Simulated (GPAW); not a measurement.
## Dielectric function and optical constants of ZnCu

Aim: the dielectric function of ZnCu, and the optical constants that follow from it.

Calculated with GPAW 26.7.0; DFT, PBE, plane-wave PAW (GPAW data sets), scalar-relativistic, RPA, optical limit.

Report form: the programs' logs are mostly left out.

**1. The starting structure**

Symmetry: Pm-3m, No. 221, cubic system. Conventional cell: a = 2.945 Å, b = 2.945 Å, c = 2.945 Å, α = 90.00°, β = 90.00°, γ = 90.00°. Zn has 8 Cu at 2.55 Å nearest. Nearest to Cu lie 8 Zn at 2.55 Å. Farther neighbours are not listed.

As a file:

```cif
data_structure
_symmetry_space_group_name_H-M 'Pm-3m'
_symmetry_Int_Tables_number 221
_cell_length_a 2.9450
_cell_length_b 2.9450
_cell_length_c 2.9450
_cell_angle_alpha 90.000
_cell_angle_beta 90.000
_cell_angle_gamma 90.000
_cell_volume 25.54
loop_
_atom_site_label
_atom_site_type_symbol
_atom_site_symmetry_multiplicity
_atom_site_Wyckoff_symbol
_atom_site_fract_x
_atom_site_fract_y
_atom_site_fract_z
_atom_site_occupancy
Zn1 Zn 1 b 0.50000 0.50000 0.50000 1
Cu1 Cu 1 a 0.00000 0.00000 0.00000 1
```

**2. Ground state**

The self-consistent density comes first; it also tells whether there is a gap, which decides the occupations and the need for a Drude term.

This step: DFT, PBE, plane-wave PAW (GPAW data sets), scalar-relativistic, ground state (GPAW 26.7.0).

gs.py

```python
from ase import Atoms
from ase.dft.bandgap import bandgap
from gpaw import GPAW, PW, FermiDirac

atoms = Atoms(['Zn', 'Cu'],
              cell=[[2.945000000000, 0.000000000000, 0.000000000000],
                    [0.000000000000, 2.945000000000, 0.000000000000],
                    [0.000000000000, 0.000000000000, 2.945000000000]],
              scaled_positions=[[0.500000000000, 0.500000000000, 0.500000000000],
                                [0.000000000000, 0.000000000000, 0.000000000000]],
              pbc=[True, True, True])
atoms.calc = GPAW(mode=PW(500), xc='PBE', kpts={'size': (8, 8, 8), 'gamma': True},
                  occupations=FermiDirac(0.05), maxiter=150, txt='gs.txt')
print('energy (eV)', atoms.get_potential_energy())
print('Fermi level (eV)', atoms.calc.get_fermi_level())
print('valence electrons', atoms.calc.get_number_of_electrons())
print('gap (eV)', bandgap(atoms.calc, output=None)[0])
print('direct gap (eV)', bandgap(atoms.calc, direct=True, output=None)[0])
atoms.calc.write('gs.gpw')
```

Run with:

```
OMP_NUM_THREADS=1 python gs.py
```

Wall time 7.2 s (1 thread of Arm Neoverse V2, shared host); peak memory 0.13 GiB.

Read-outs, printed or worked out from the files:

```
energy       : -5.052 eV
Fermi energy : 7.640 eV
electrons    : 23
```

There are states at the Fermi level within the smearing, so the occupations stay smeared and the carriers get a Drude term.

**3. Bands for the response**

The response needs many more empty bands than the density does.

This step: DFT, PBE, plane-wave PAW (GPAW data sets), scalar-relativistic, bands at fixed density (GPAW 26.7.0).

nscf.py

```python
from ase.dft.bandgap import bandgap
from gpaw import GPAW, FermiDirac

calc = GPAW('gs.gpw').fixed_density(kpts={'size': (15, 15, 15), 'gamma': True}, nbands=40, convergence={'bands': 34},
                                    occupations=FermiDirac(0.05), txt='nscf.txt')
print('gap (eV)', bandgap(calc, output=None)[0])
print('direct gap (eV)', bandgap(calc, direct=True, output=None)[0])
print('top band over the Fermi level (eV)', min(calc.get_eigenvalues(kpt=k)[33] for k in range(len(calc.get_ibz_k_points()))) - calc.get_fermi_level())
calc.write('full.gpw', mode='all')
```

Run with:

```
OMP_NUM_THREADS=1 python nscf.py
```

It took 80 s on 1 thread; peak memory 0.2 GiB.

**4. Dielectric function, RPA**

Local fields let the induced charge screen the field inside the cell, which as a rule lowers ε, most along directions where the density is uneven.

This step: DFT, PBE, plane-wave PAW (GPAW data sets), scalar-relativistic, RPA, optical limit (GPAW 26.7.0).

df.py

```python
from gpaw.response.df import DielectricFunction

df = DielectricFunction('full.gpw', frequencies={'type': 'nonlinear', 'domega0': 0.03, 'omega2': 8},
                        ecut=50,
                        eta=0.15,
                        nbands=34,
                        rate=0.05,
                        txt='df.txt')
for direction in ['x']:
    df.get_dielectric_function(xc='RPA', direction=direction, filename=f'df_{direction}.csv')
```

Run with:

```
OMP_NUM_THREADS=1 python df.py
```

It took 7.7 s on 1 thread; peak memory 0.25 GiB.

Some rows of df_x.csv (energy; Re and Im without local fields; Re and Im with them):

```text
0.000000, 43032.209555, -0.000000, 43032.187007, -0.000000
0.460735, -481.683623, 107.512073, -481.707235, 107.510862
0.943989, -111.899152, 12.939143, -111.924178, 12.934824
1.451455, -42.273107, 3.865311, -42.307444, 3.860965
1.984998, -16.636397, 2.417404, -16.697069, 2.402104
2.546682, -4.338903, 7.334659, -4.404834, 7.216754
3.138794, -5.039304, 12.945353, -4.861968, 12.781973
3.763875, -7.104808, 9.660032, -7.007901, 9.720398
4.424758, -5.051040, 5.203676, -5.013982, 5.193090
5.124608, -4.422683, 4.602993, -4.405976, 4.704652
5.866977, -3.119562, 3.567994, -3.113454, 3.612753
6.655862, -2.327810, 3.841741, -2.299267, 3.907300
7.495775, -2.135635, 2.624076, -2.156608, 2.659515
8.391833, -1.503407, 2.238501, -1.529276, 2.264760
9.349861, -1.304199, 1.619814, -1.324666, 1.651940
10.376517, -0.993293, 1.462507, -1.020851, 1.466492
11.479449, -0.627277, 1.042860, -0.664372, 1.051968
12.667487, -0.423445, 0.876299, -0.448802, 0.862377
13.950874, -0.180291, 0.786071, -0.207437, 0.770993
```

Sum at mesh points, not converged in k. Im ε, E ∥ x against photon energy; read off at these points:

photon energy (eV), Im ε, E ∥ x and a bar:
```
     0.50         85 ##############################
     1.00         11 ####
     1.50          4 #
     2.00          2 #
     2.50          7 ##
     3.00         13 ####
     3.43         14 #####
     3.50         13 ####
     4.00          8 ##
     4.50          5 ##
     5.00          5 ##
     5.50          4 #
     6.00          3 #
     6.50          4 #
     7.00          3 #
     7.50          3 #
     8.00          2 
     8.50          2 #
     9.00          2 
     9.50          2 
    10.00          1 
    10.50          1 
    11.00          1 
    11.50          1 
    12.00          1 
    12.50          1 
    13.00          1 
    13.50          1
```

Values under 1 per cm are given as 1; sum at mesh points, not converged in k. Absorption coefficient, E ∥ x against photon energy:

| photon energy (eV) | absorption coefficient, E ∥ x (1/cm) |
| --- | --- |
| 0.492 | 1.0e6 |
| 1.010 | 1.0e6 |
| 1.486 | 9.5e5 |
| 1.985 | 8.2e5 |
| 2.508 | 6.4e5 |
| 3.018 | 8.8e5 |
| 3.510 | 1.2e6 |
| 3.980 | 1.2e6 |
| 4.516 | 1.1e6 |
| 4.981 | 1.2e6 |
| 5.515 | 1.2e6 |
| 6.021 | 1.2e6 |
| 6.494 | 1.1e6 |
| 6.985 | 1.3e6 |
| 7.496 | 1.3e6 |
| 8.026 | 1.2e6 |
| 8.516 | 1.3e6 |
| 9.023 | 1.3e6 |
| 9.483 | 1.2e6 |
| 10.026 | 1.2e6 |
| 10.519 | 1.2e6 |
| 11.029 | 1.2e6 |
| 11.479 | 1.1e6 |
| 12.023 | 1.2e6 |
| 12.504 | 1.1e6 |
| 13.000 | 1.0e6 |
| 13.512 | 1.1e6 |

Sum at mesh points, not converged in k. Loss function −Im 1/ε at q → 0, E ∥ x against energy loss; read off at these points:

energy loss (eV), loss function −Im 1/ε at q → 0, E ∥ x and a bar:
```
      0.5       0.00 
      1.0       0.00 
      1.5       0.00 
      2.0       0.01 
      2.5       0.10 ###
      3.0       0.07 ##
      3.5       0.06 ##
      4.0       0.06 ##
      4.5       0.11 ###
      5.0       0.11 ###
      5.5       0.13 ####
      6.0       0.17 #####
      6.5       0.21 ######
      7.0       0.18 #####
      7.5       0.23 ######
      8.0       0.29 ########
      8.5       0.30 ########
      9.0       0.31 #########
      9.5       0.38 ##########
     10.0       0.48 #############
     10.5       0.48 #############
     11.0       0.58 ################
     11.5       0.69 ###################
     12.0       0.71 ###################
     12.5       0.86 ########################
     13.0       1.10 ##############################
     13.5       1.05 #############################
```

Sum at mesh points, not converged in k. Reflectivity at normal incidence, E ∥ x against photon energy; read off at these points:

| photon energy (eV) | reflectivity at normal incidence, E ∥ x (%) |
| --- | --- |
| 0.50 | 98.0 |
| 1.00 | 97.8 |
| 1.50 | 97.2 |
| 2.00 | 93.3 |
| 2.50 | 55.1 |
| 3.00 | 51.2 |
| 3.50 | 60.7 |
| 4.00 | 65.4 |
| 4.50 | 56.7 |
| 5.00 | 57.6 |
| 5.50 | 54.3 |
| 6.00 | 51.8 |
| 6.50 | 42.4 |
| 7.00 | 50.3 |
| 7.10 | 51.3 |
| 7.50 | 47.1 |
| 8.00 | 43.8 |
| 8.50 | 41.8 |
| 8.89 | 46.3 |
| 9.00 | 46.0 |
| 9.50 | 42.2 |
| 10.00 | 37.5 |
| 10.50 | 38.9 |
| 11.00 | 36.4 |
| 11.50 | 34.7 |
| 12.00 | 32.8 |
| 12.50 | 31.6 |
| 13.00 | 26.7 |
| 13.50 | 25.4 |

Sum at mesh points, not converged in k. The Im ε, E ∥ x by photon energy; read off at these points:

| photon energy (eV) | without local fields | with local fields |
| --- | --- | --- |
| 0.50 | 84.8 | 84.8 |
| 1.00 | 10.9 | 10.9 |
| 1.50 | 3.57 | 3.56 |
| 2.00 | 2.44 | 2.42 |
| 2.50 | 6.78 | 6.67 |
| 3.00 | 13.5 | 13.3 |
| 3.43 | 13.6 | 13.6 |
| 3.50 | 12.6 | 12.7 |
| 4.00 | 7.61 | 7.68 |
| 4.50 | 5.42 | 5.41 |
| 5.00 | 4.97 | 5.10 |
| 5.50 | 4.18 | 4.24 |
| 6.00 | 3.30 | 3.34 |
| 6.50 | 3.58 | 3.62 |
| 7.00 | 3.14 | 3.22 |
| 7.50 | 2.62 | 2.66 |
| 8.00 | 2.16 | 2.19 |
| 8.50 | 2.25 | 2.28 |
| 9.00 | 1.75 | 1.76 |
| 9.50 | 1.58 | 1.61 |
| 10.00 | 1.43 | 1.44 |
| 10.50 | 1.37 | 1.37 |
| 11.00 | 1.21 | 1.21 |
| 11.50 | 1.05 | 1.05 |
| 12.00 | 1.08 | 1.08 |
| 12.50 | 0.923 | 0.912 |
| 13.00 | 0.824 | 0.814 |
| 13.50 | 0.876 | 0.872 |

At chosen wavelengths:

| wavelength (nm) | n | k | R (%) | 1/α |
| --- | --- | --- | --- | --- |
| 1064 | 0.42 | 8.423 | 97.7 | 10 nm |
| 800 | 0.27 | 5.993 | 97.1 | 11 nm |
| 633 | 0.28 | 4.203 | 94.1 | 12 nm |
| 532 | 0.82 | 2.798 | 70.5 | 15 nm |
| 450 | 1.79 | 2.225 | 43.9 | 16 nm |
| 365 | 2.17 | 3.130 | 56.3 | 9.3 nm |
| 308 | 1.21 | 3.034 | 65.6 | 8.1 nm |

In reflection the computed colour is yellow: x = 0.370, y = 0.378, luminous reflectivity 78 %.

**5. Summary of results**

What this shows: At this level (PBE, RPA) ZnCu is a metal. The mesh is too coarse to trust the carriers' weight, the reflectivity or the colour to better than tens of per cent. In reflection the computed colour is yellow: x = 0.370, y = 0.378, luminous reflectivity 78 %. The carriers' damping of 0.05 eV is typed, not computed; it shapes the response at the lowest energies. In this version of GPAW the matrix elements of the optical limit are incomplete, which can lower ε − 1 by up to a tenth where first-row anions or d states rule, and shift it by more in d metals. GPAW's carrier term has the form −ωp²/(ω + i·rate)², which damps like twice the rate and fails at low energy, so the curves leave the lowest energies out. The sum runs over mesh points 0.14 Å⁻¹ apart with no interpolation, so peaks are partly noise of the mesh, and the Drude plasma energy, a sum over the Fermi surface, isn't converged.

[Machine, clock and banner lines and Python warnings are left out of the logs.]

[Logs are printed without paths, hosts, clocks, repeated set-up lines and the standing remarks that a program may print on its own settings, such as how far it seeks lower states.]

[Hosts, paths, dates, database ids (printed as entryN), source tags and the programs' standing remarks are cut or masked in the printed files.]
